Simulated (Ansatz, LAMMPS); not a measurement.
# Relaxing amorphous 25SiO2-75GeO2 (mol %) (96 atoms), part 2 of 4

Wanted: the relaxed structure of amorphous 25SiO2-75GeO2 (mol %) (96 atoms) and its electronic structure.

Ansatz 0.2.0; Kohn-Sham DFT, PBE, PAW (set soft_2), plane waves.

The cell: 8 Si, 24 Ge and 64 O. The quench rate of 50 K/ps is many orders above laboratory rates. The network of bonds at the start is that of the classical potential that made the cell. The Brillouin zone is sampled at Γ only, in a cell whose shortest periodic width is 11 Å.

So far. Step 3 (Single point at the start): Neighbours are counted within 2.23 Å (O-Ge), 2.02 Å (O-Si).

**4. Cell and atoms relaxed**

The cell is relaxed with the atoms, since the starting lattice needn't suit this functional.

File input.yaml:

```yaml
crystal:
  lattice:
    - [11.4603, 0.0, 0.0]
    - [0.0, 11.4603, 0.0]
    - [0.0, 0.0, 11.4603]
  atoms:
    [... the 96 atom lines of step 3 ...]
kpoints:
  mp_grid: { grid: [1, 1, 1] }
hamiltonian:
  xc: pbe
scf:
  occupations: { method: fermi_dirac, width: 0.025 }
output:
  forces: true
relax:
  f_tol: 0.04
  max_steps: 250
  cell: {}
```

Run with:

```console
> ansatz run input.yaml --threads 4 --pin off --max-ram 8192MiB --backend cpu --events-out ev --progress --plain --runs-dir out
```

Numbers of over 12 decimals in the logs are rounded to 6 here.

Log:

```text
[...]
Crystal: 96 atoms, lattice volume = 1505.178 Å³
Basis set: ecut = 420 eV, 29423 PW (Γ), exchange–correlation on 160×160×160 points (8 copies of the dense FFT grid, shifted against one another)
Bands: 472, of which v1, the nominal top of the filled ones, is band 376 counted from 1 (375 counted from 0)
Symmetry: 1 space group operations
[...]
k-points: 1
[...]
SCF iter   1: F=—  HF=-144488.642082 eV  |F-HF|=—  |Δ(HF+E_count)|=         —  Δρ=2.78e-3  dr2=1.89e-1  ethr=1.77e-3  ⟨swp⟩=5.0  Hψ=1769  notcnv=0  defer=74
[...]
SCF iter   9: F=-144488.624840 eV  HF=-144488.624840 eV  |F-HF|=2.49e-8  |Δ(HF+E_count)|=   7.04e-9  Δρ=2.15e-6  dr2=6.58e-8  ethr=1.33e-11  ⟨swp⟩=3.0  Hψ=1612  notcnv=0
SCF 1 converged in 9 iterations: F = -144488.624840 eV  dr2 = 6.58e-8
[...]
relax step   1: F+E_penalty+E_count = -144488.62483964 eV  Δ(F+E_penalty+E_count) = +0.000e0 eV  max|allowed force component| = 2.906e0 eV/Å  Δτ_max = 0.0000 Å  P = +5.375 GPa  Ω = 1505.178 Å³  (9 SCF iters, dr2 threshold 1.00e-7 eV, accepted)
[... from here on, the SCF cycles and remarks between the steps are left out ...]
relax step   2: F+E_penalty+E_count = -144492.90847209 eV  Δ(F+E_penalty+E_count) = -4.284e0 eV  max|allowed force component| = 1.939e0 eV/Å  Δτ_max = 0.1408 Å  P = +2.213 GPa  Ω = 1534.431 Å³  energy of the carried Pulay correction = -9.513e-2 eV  (8 SCF iters, dr2 threshold 9.60e-6 eV, accepted)
relax step   3: F+E_penalty+E_count = -144496.22449481 eV  Δ(F+E_penalty+E_count) = -3.316e0 eV  max|allowed force component| = 6.891e-1 eV/Å  Δτ_max = 0.1981 Å  P = -0.597 GPa  Ω = 1523.339 Å³  energy of the carried Pulay correction = -5.927e-2 eV  (8 SCF iters, dr2 threshold 9.60e-6 eV, accepted)
relax step   4: F+E_penalty+E_count = -144497.31859000 eV  Δ(F+E_penalty+E_count) = -1.094e0 eV  max|allowed force component| = 4.317e-1 eV/Å  Δτ_max = 0.2000 Å  P = +0.103 GPa  Ω = 1481.764 Å³  energy of the carried Pulay correction = +7.748e-2 eV  (8 SCF iters, dr2 threshold 9.60e-6 eV, accepted)
relax step   5: F+E_penalty+E_count = -144497.76768412 eV  Δ(F+E_penalty+E_count) = -4.491e-1 eV  max|allowed force component| = 3.434e-1 eV/Å  Δτ_max = 0.2000 Å  P = +0.121 GPa  Ω = 1464.847 Å³  energy of the carried Pulay correction = +1.342e-1 eV  (8 SCF iters, dr2 threshold 9.60e-6 eV, accepted)
relax step   6: F+E_penalty+E_count = -144497.98191298 eV  Δ(F+E_penalty+E_count) = -2.142e-1 eV  max|allowed force component| = 3.849e-1 eV/Å  Δτ_max = 0.2000 Å  P = -0.090 GPa  Ω = 1455.857 Å³  energy of the carried Pulay correction = +1.647e-1 eV  (8 SCF iters, dr2 threshold 7.37e-6 eV, accepted)
relax step   7: F+E_penalty+E_count = -144498.06171887 eV  Δ(F+E_penalty+E_count) = -7.981e-2 eV  max|allowed force component| = 3.914e-1 eV/Å  Δτ_max = 0.2000 Å  P = -0.028 GPa  Ω = 1453.626 Å³  energy of the carried Pulay correction = +1.722e-1 eV  (8 SCF iters, dr2 threshold 9.26e-6 eV, accepted)
relax step   8: F+E_penalty+E_count = -144498.07991242 eV  Δ(F+E_penalty+E_count) = -1.819e-2 eV  max|allowed force component| = 1.942e-1 eV/Å  Δτ_max = 0.2000 Å  P = +0.024 GPa  Ω = 1456.070 Å³  energy of the carried Pulay correction = +1.639e-1 eV  (8 SCF iters, dr2 threshold 9.58e-6 eV, accepted)
relax step   9: F+E_penalty+E_count = -144498.11639408 eV  Δ(F+E_penalty+E_count) = -3.648e-2 eV  max|allowed force component| = 9.751e-2 eV/Å  Δτ_max = 0.2000 Å  P = -0.057 GPa  Ω = 1450.816 Å³  energy of the carried Pulay correction = +1.818e-1 eV  (8 SCF iters, dr2 threshold 2.36e-6 eV, accepted)
relax step  10: F+E_penalty+E_count = -144498.12580628 eV  Δ(F+E_penalty+E_count) = -9.412e-3 eV  max|allowed force component| = 1.427e-1 eV/Å  Δτ_max = 0.0796 Å  P = +0.116 GPa  Ω = 1451.293 Å³  energy of the carried Pulay correction = +1.802e-1 eV  (8 SCF iters, dr2 threshold 5.94e-7 eV, accepted)
relax step  11: F+E_penalty+E_count = -144498.12719616 eV  Δ(F+E_penalty+E_count) = -1.390e-3 eV  max|allowed force component| = 8.561e-2 eV/Å  Δτ_max = 0.1022 Å  P = +0.008 GPa  Ω = 1452.954 Å³  energy of the carried Pulay correction = +1.745e-1 eV  (8 SCF iters, dr2 threshold 1.27e-6 eV, accepted)
relax step  12: F+E_penalty+E_count = -144498.13125250 eV  Δ(F+E_penalty+E_count) = -4.056e-3 eV  max|allowed force component| = 5.981e-2 eV/Å  Δτ_max = 0.0150 Å  P = -0.028 GPa  Ω = 1452.576 Å³  energy of the carried Pulay correction = +1.758e-1 eV  (7 SCF iters, dr2 threshold 4.58e-7 eV, accepted)
relax step  13: F+E_penalty+E_count = -144498.13597432 eV  Δ(F+E_penalty+E_count) = -4.722e-3 eV  max|allowed force component| = 3.188e-2 eV/Å  Δτ_max = 0.0394 Å  P = +0.008 GPa  Ω = 1451.694 Å³  energy of the carried Pulay correction = +1.788e-1 eV  (8 SCF iters, dr2 threshold 2.24e-7 eV, accepted)
[...]
relax step  22: F+E_penalty+E_count = -144498.20254472 eV  Δ(F+E_penalty+E_count) = -6.130e-4 eV  max|allowed force component| = 6.232e-2 eV/Å  Δτ_max = 0.0308 Å  P = +0.003 GPa  Ω = 1450.030 Å³  energy of the carried Pulay correction = +2.724e-3 eV  (7 SCF iters, dr2 threshold 7.61e-7 eV, accepted)
relax step  23: F+E_penalty+E_count = -144498.16923586 eV  Δ(F+E_penalty+E_count) = +3.331e-2 eV  max|allowed force component| = 3.393e-1 eV/Å  Δτ_max = 0.1948 Å  P = -0.143 GPa  Ω = 1454.102 Å³  energy of the carried Pulay correction = -1.105e-2 eV  (10 SCF iters, dr2 threshold 2.43e-7 eV, rejected (line search))
relax step  24: F+E_penalty+E_count = -144498.20692194 eV  Δ(F+E_penalty+E_count) = -4.377e-3 eV  max|allowed force component| = 6.370e-2 eV/Å  Δτ_max = 0.0870 Å  P = +0.028 GPa  Ω = 1450.666 Å³  energy of the carried Pulay correction = +5.416e-4 eV  (12 SCF iters, accepted)
relax step  25: F+E_penalty+E_count = -144498.18707968 eV  Δ(F+E_penalty+E_count) = +1.984e-2 eV  max|allowed force component| = 3.135e-1 eV/Å  Δτ_max = 0.0969 Å  P = -0.096 GPa  Ω = 1451.823 Å³  energy of the carried Pulay correction = -3.417e-3 eV  (9 SCF iters, dr2 threshold 2.54e-7 eV, rejected (line search))
relax step  26: F+E_penalty+E_count = -144498.20993662 eV  Δ(F+E_penalty+E_count) = -3.015e-3 eV  max|allowed force component| = 3.955e-2 eV/Å  Δτ_max = 0.0484 Å  P = -0.011 GPa  Ω = 1451.229 Å³  energy of the carried Pulay correction = -1.376e-3 eV  (12 SCF iters, accepted)
relax step  27: F+E_penalty+E_count = -144498.20850008 eV  Δ(F+E_penalty+E_count) = +1.437e-3 eV  max|allowed force component| = 4.932e-2 eV/Å  Δτ_max = 0.0471 Å  P = -0.033 GPa  Ω = 1451.828 Å³  energy of the carried Pulay correction = -3.411e-3 eV  (11 SCF iters, accepted)
relax step  28: F+E_penalty+E_count = -144498.21000666 eV  Δ(F+E_penalty+E_count) = -1.507e-3 eV  max|allowed force component| = 2.812e-2 eV/Å  Δτ_max = 0.0101 Å  P = -0.014 GPa  Ω = 1451.748 Å³  energy of the carried Pulay correction = -3.142e-3 eV  (7 SCF iters, dr2 threshold 1.52e-7 eV, accepted)
relax step  29: F+E_penalty+E_count = -144498.21776669 eV  Δ(F+E_penalty+E_count) = -7.760e-3 eV  max|allowed force component| = 2.810e-2 eV/Å  Δτ_max = 0.0000 Å  P = -0.008 GPa  Ω = 1451.748 Å³  stress off target by 5.07e-2 GPa  SCF on the basis re-selected at this cell (its energy is not comparable with the rows above)  (7 SCF iters)
relax step  30: F+E_penalty+E_count = -144498.21403093 eV  Δ(F+E_penalty+E_count) = +3.736e-3 eV  max|allowed force component| = 8.800e-2 eV/Å  Δτ_max = 0.1125 Å  P = +0.010 GPa  Ω = 1452.269 Å³  energy of the carried Pulay correction = -1.812e-3 eV  (11 SCF iters, dr2 threshold 6.44e-9 eV, rejected (line search))
relax step  31: F+E_penalty+E_count = -144498.21831402 eV  Δ(F+E_penalty+E_count) = -5.473e-4 eV  max|allowed force component| = 4.036e-2 eV/Å  Δτ_max = 0.0546 Å  P = +0.005 GPa  Ω = 1452.319 Å³  energy of the carried Pulay correction = -1.957e-3 eV  (11 SCF iters, accepted)
relax step  32: F+E_penalty+E_count = -144498.21621684 eV  Δ(F+E_penalty+E_count) = +2.097e-3 eV  max|allowed force component| = 7.958e-2 eV/Å  Δτ_max = 0.0425 Å  P = -0.026 GPa  Ω = 1452.910 Å³  energy of the carried Pulay correction = -3.981e-3 eV  (8 SCF iters, dr2 threshold 1.02e-7 eV, rejected (line search))
relax step  33: F+E_penalty+E_count = -144498.21858373 eV  Δ(F+E_penalty+E_count) = -2.697e-4 eV  max|allowed force component| = 1.643e-2 eV/Å  Δτ_max = 0.0207 Å  P = +0.010 GPa  Ω = 1452.549 Å³  energy of the carried Pulay correction = -2.737e-3 eV  (10 SCF iters, accepted)
relax step  34: F+E_penalty+E_count = -144498.22602770 eV  Δ(F+E_penalty+E_count) = -7.444e-3 eV  max|allowed force component| = 1.642e-2 eV/Å  Δτ_max = 0.0000 Å  P = +0.011 GPa  Ω = 1452.549 Å³  stress off target by 2.06e-2 GPa  SCF on the basis re-selected at this cell (its energy is not comparable with the rows above)  (6 SCF iters)
[...]
SCF converged after 6 iterations
Free energy (F): -144498.226028 eV
[...]
Internal energy: -144498.226028 eV  (E = F + TS)
E sigma→0 (E₀):  -144498.226028 eV
Fermi energy:    4.140539 eV
[...]
--- Forces (eV/Å), atoms counted from 1 ---
  atom   1  Si     0.00321627     0.00331979    -0.00550258
  atom   2  Si    -0.01329577    -0.00404770     0.00295102
  atom   3  Si    -0.00109016    -0.00531122    -0.01139673
  atom   4  Si    -0.00542754     0.00456775     0.00851385
  atom   5  Si    -0.00005571     0.00480255     0.01062512
  atom   6  Si     0.00440070    -0.01189951     0.01434740
  atom   7  Si     0.00478107     0.00149376    -0.00266711
  atom   8  Si     0.00638832    -0.00181107    -0.00394772
  atom   9  Ge    -0.00975604     0.01641585    -0.00224694
  atom  10  Ge    -0.00185586    -0.00211458    -0.00148383
  atom  11  Ge     0.00161405     0.00418517     0.00001602
  atom  12  Ge    -0.00389860    -0.00796100    -0.00244374
  atom  13  Ge     0.00266399    -0.00210896    -0.00047457
  atom  14  Ge    -0.00460228    -0.00688858    -0.00059250
[...]
atom  95  O      0.00264070    -0.00104855     0.00336906
  atom  96  O      0.00437642    -0.00098540    -0.01032070
  max |Σ_I F_I| component: 1.92e-5 eV/Å
--- Stress (GPa, compression-positive) ---
        0.016753       0.000007      -0.007149
        0.000007       0.009036       0.001717
       -0.007149       0.001717       0.006994
  P = ⅓ Tr σ = 0.0109 GPa (0.109 kbar)
--- Relaxed structure (30 steps of the walk, 26 accepted, 4 SCFs on fresh bases) ---
  F+E_penalty+E_count = -144498.22602770 eV   max|allowed force component| = 1.642e-2 eV/Å   (the final SCF, on the basis selected at the relaxed cell)
  cell:  # Å, volume = 1452.5487 Å³
    - [11.617288, -0.660046, -0.326076]
    - [-0.660046, 10.878157, -0.137320]
    - [-0.326076, -0.137320, 11.545139]
  atoms:
    - { symbol: Si, position: [0.723695, 0.842796, 0.719849] }
    - { symbol: Si, position: [0.112829, 0.712384, 0.238450] }
    - { symbol: Si, position: [0.622592, 0.173293, 0.206114] }
    - { symbol: Si, position: [0.511978, 0.627498, 0.243714] }
[...]
- { symbol: O, position: [0.154523, 0.559335, 0.593020] }
```

It took 11 min on 4 threads of Arm Neoverse V2, shared host; peak memory 2.2 GiB; 41 min of CPU time.

Relaxation path (22 of 34):

| step | energy less that of the first step (eV) | largest force component (eV/Å) | pressure (GPa) | volume (Å³) |
| --- | --- | --- | --- | --- |
| 1 | 0.0000 | 2.9062 | 5.37 | 1505.18 |
| 3 | -7.5997 | 0.6891 | -0.60 | 1523.34 |
| 4 | -8.6938 | 0.4317 | 0.10 | 1481.76 |
| 6 | -9.3571 | 0.3849 | -0.09 | 1455.86 |
| 7 | -9.4369 | 0.3914 | -0.03 | 1453.63 |
| 9 | -9.4916 | 0.0975 | -0.06 | 1450.82 |
| 10 | -9.5010 | 0.1427 | 0.12 | 1451.29 |
| 12 | -9.5064 | 0.0598 | -0.03 | 1452.58 |
| 14* | -9.5490 | 0.0313 | 0.01 | 1451.69 |
| 15 | -9.5552 | 0.1335 | -0.03 | 1451.62 |
| 17 | -9.5716 | 0.0380 | 0.00 | 1450.87 |
| 18* | -9.5695 | 0.0381 | 0.00 | 1450.87 |
| 20 | -9.5748 | 0.0495 | 0.01 | 1450.19 |
| 21 | -9.5771 | 0.1103 | -0.01 | 1449.79 |
| 23 | -9.5444 | 0.3393 | -0.14 | 1454.10 |
| 25 | -9.5622 | 0.3135 | -0.10 | 1451.82 |
| 26 | -9.5851 | 0.0396 | -0.01 | 1451.23 |
| 28 | -9.5852 | 0.0281 | -0.01 | 1451.75 |
| 29* | -9.5929 | 0.0281 | -0.01 | 1451.75 |
| 31 | -9.5935 | 0.0404 | 0.01 | 1452.32 |
| 32 | -9.5914 | 0.0796 | -0.03 | 1452.91 |
| 34* | -9.6012 | 0.0164 | 0.01 | 1452.55 |

Relaxation steps marked * repeat the geometry before them on a plane-wave basis chosen anew for their cell, so energy and pressure can jump there. Other such steps can lie between the rows shown. Relaxation steps 23, 25, 30, 32 were tried and not accepted.

| cell as run | before | after | change |
| --- | --- | --- | --- |
| a (Å) | 11.460 | 11.641 | +1.6 % |
| b (Å) | 11.460 | 10.899 | -4.9 % |
| c (Å) | 11.460 | 11.551 | +0.8 % |
| α (°) | 90.00 | 91.30 | +1.4 % |
| β (°) | 90.00 | 93.18 | +3.5 % |
| γ (°) | 90.00 | 96.70 | +7.4 % |
| volume (Å³/atom) | 15.68 | 15.13 | -3.5 % |

The atoms that moved most (Å, as changes of fractional coordinates times the final cell):

| atom | dx | dy | dz | length |
| --- | --- | --- | --- | --- |
| O64 | -0.650 | 0.565 | -0.075 | 0.865 |
| O75 | 0.305 | 0.597 | 0.512 | 0.843 |
| O72 | -0.059 | -0.746 | -0.169 | 0.767 |
| O54 | 0.015 | -0.627 | -0.331 | 0.709 |
| O96 | -0.467 | -0.346 | -0.316 | 0.662 |
| O91 | 0.520 | -0.149 | -0.308 | 0.623 |
| O70 | -0.383 | -0.446 | 0.088 | 0.595 |
| O35 | -0.136 | -0.535 | 0.189 | 0.583 |

The relaxation changed the energy by -100 meV/atom, and atoms moved by 0.38 Å r.m.s., 0.86 Å at most.

**5. Structure statistics after relaxation**

Bonds before and after, by the cutoffs listed below:

| pair | bonds before | bonds after | mean before (Å) | mean after (Å) | spread before (Å) | spread after (Å) |
| --- | --- | --- | --- | --- | --- | --- |
| O-Ge | 97 | 97 | 1.733 | 1.774 | 0.041 | 0.039 |
| O-Si | 32 | 32 | 1.616 | 1.633 | 0.021 | 0.016 |

Density 3.42 g/cm³, 15.13 Å³ an atom.

Pair distribution functions g(r), in bins of 0.2 Å:

| r (Å) | total | O-O | O-Ge | O-Si | Ge-Ge | Ge-Si | Si-Si |
| --- | --- | --- | --- | --- | --- | --- | --- |
| 1.60 | 1.51 | 0.00 | 0.00 | 13.60 | 0.00 | 0.00 | 0.00 |
| 1.80 | 3.76 | 0.00 | 11.29 | 0.00 | 0.00 | 0.00 | 0.00 |
| 2.00 | 0.10 | 0.00 | 0.30 | 0.00 | 0.00 | 0.00 | 0.00 |
| 2.20 | 0.00 | 0.00 | 0.00 | 0.00 | 0.00 | 0.00 | 0.00 |
| 2.40 | 0.04 | 0.05 | 0.06 | 0.00 | 0.00 | 0.00 | 0.00 |
| 2.60 | 0.71 | 1.59 | 0.00 | 0.00 | 0.00 | 0.00 | 0.00 |
| 2.80 | 1.73 | 3.80 | 0.10 | 0.00 | 0.00 | 0.00 | 0.00 |
| 3.00 | 1.11 | 2.06 | 0.08 | 0.00 | 0.85 | 2.29 | 3.82 |
| 3.20 | 0.84 | 0.67 | 0.26 | 0.10 | 3.72 | 4.74 | 1.74 |
| 3.40 | 0.78 | 0.64 | 0.65 | 0.86 | 2.42 | 0.81 | 0.00 |
| 3.60 | 0.74 | 0.52 | 1.09 | 1.31 | 0.00 | 0.00 | 0.00 |
| 3.80 | 1.01 | 0.58 | 1.51 | 2.02 | 0.13 | 0.40 | 0.00 |
| 4.00 | 0.94 | 0.69 | 1.27 | 1.56 | 0.37 | 0.19 | 0.00 |
| 4.20 | 1.17 | 0.91 | 1.53 | 1.60 | 0.68 | 0.67 | 0.99 |
| 4.40 | 1.30 | 0.77 | 1.84 | 2.04 | 0.82 | 1.40 | 0.94 |
| 4.60 | 0.81 | 0.53 | 1.18 | 0.70 | 0.67 | 1.29 | 0.82 |
| 4.80 | 0.97 | 1.08 | 0.73 | 0.69 | 1.39 | 1.31 | 3.93 |
| 5.00 | 1.16 | 1.50 | 0.81 | 0.63 | 1.44 | 1.10 | 2.13 |
| 5.20 | 1.29 | 1.67 | 0.86 | 0.67 | 1.70 | 1.78 | 2.01 |

Bonds by pair of elements; cutoffs follow the first minimum of g(r), held within bounds set by covalent radii, and pairs that aren't listed don't count as bonded:

| pair A-B | cutoff (Å) | bonds | mean length (Å) | spread (Å) | shortest (Å) | B about A | A about B |
| --- | --- | --- | --- | --- | --- | --- | --- |
| O-Ge | 2.23 | 97 | 1.77 | 0.039 | 1.71 | 1.52 | 4.04 |
| O-Si | 2.08 | 32 | 1.63 | 0.016 | 1.61 | 0.5 | 4 |

How many atoms have how many bonded neighbours:

| element | mean | 2 | 3 | 4 | 5 |
| --- | --- | --- | --- | --- | --- |
| Ge | 4.04 | 0 | 0 | 23 | 1 |
| O | 2.02 | 63 | 1 | 0 | 0 |
| Si | 4 | 0 | 0 | 8 | 0 |

Bond angles (no mean is given where the spread exceeds 20°):

| angle | count | mean (°) | spread (°) |
| --- | --- | --- | --- |
| O-Ge-O | 148 | 109 | 9.1 |
| O-Si-O | 48 | 109 | 3.4 |
| Ge-O-Ge | 37 | 134 | 12.7 |
| Ge-O-Si | 26 | 139 | 11.7 |
| Si-O-Si | 3 | 149 | 13.2 |

Oxygen atoms by the number of network formers (Si, P, Ge, B, Al, As, Ga) bound to them:

| network formers bound to O | O atoms | per cent |
| --- | --- | --- |
| 0 | 0 | 0 |
| 1 | 0 | 0 |
| 2 | 63 | 98.4 |
| 3 | 1 | 1.6 |

Network units: each former by its oxygen neighbours and how many of them bridge to another former:

| former | O neighbours | bridging O | atoms |
| --- | --- | --- | --- |
| Si | 4 | 4 | 8 |
| Ge | 4 | 4 | 23 |
| Ge | 5 | 5 | 1 |

Bond length by coordination (bonds to H left out):

| element | coordination | atoms | mean bond length (Å) |
| --- | --- | --- | --- |
| Ge | 4 | 23 | 1.77 |
| Ge | 5 | 1 | 1.86 |
| O | 2 | 63 | 1.74 |
| O | 3 | 1 | 1.91 |

Rings of the network by King's shortest-path rule, up to 12 atoms, one path for each pair of neighbours; H, halogens, alkali and alkaline-earth atoms are left out, and the last column divides by all other atoms, bonded or not:

| ring size (atoms) | rings | per network atom |
| --- | --- | --- |
| 8 | 5 | 0.052 |
| 10 | 15 | 0.156 |
| 12 | 18 | 0.188 |

With the cutoffs above, 96 % of Ge atoms have 4, 98 % of O atoms have 2 and all Si atoms have 4 bonded neighbours. The O-Ge-O angle averages 109° with a spread of 9°. 98 % of the oxygens bridge two formers (Si and Ge) and 0 % are non-bridging; 2 % join three. The commonest Ge unit has 4 oxygens, 4 of them shared with other formers (23 of 24 atoms). Rings of 12 atoms are the most common (47 % of those counted); sizes run from 8 to 12, where the search stops.

(Part 2 of 4 ends here.)

[Logs are printed without paths, hosts, clocks, repeated set-up lines and the standing remarks that a program may print on its own settings, such as how far it seeks lower states.]

[Hosts, paths, dates, database ids (printed as entryN), source tags and the programs' standing remarks are cut or masked in the printed files.]
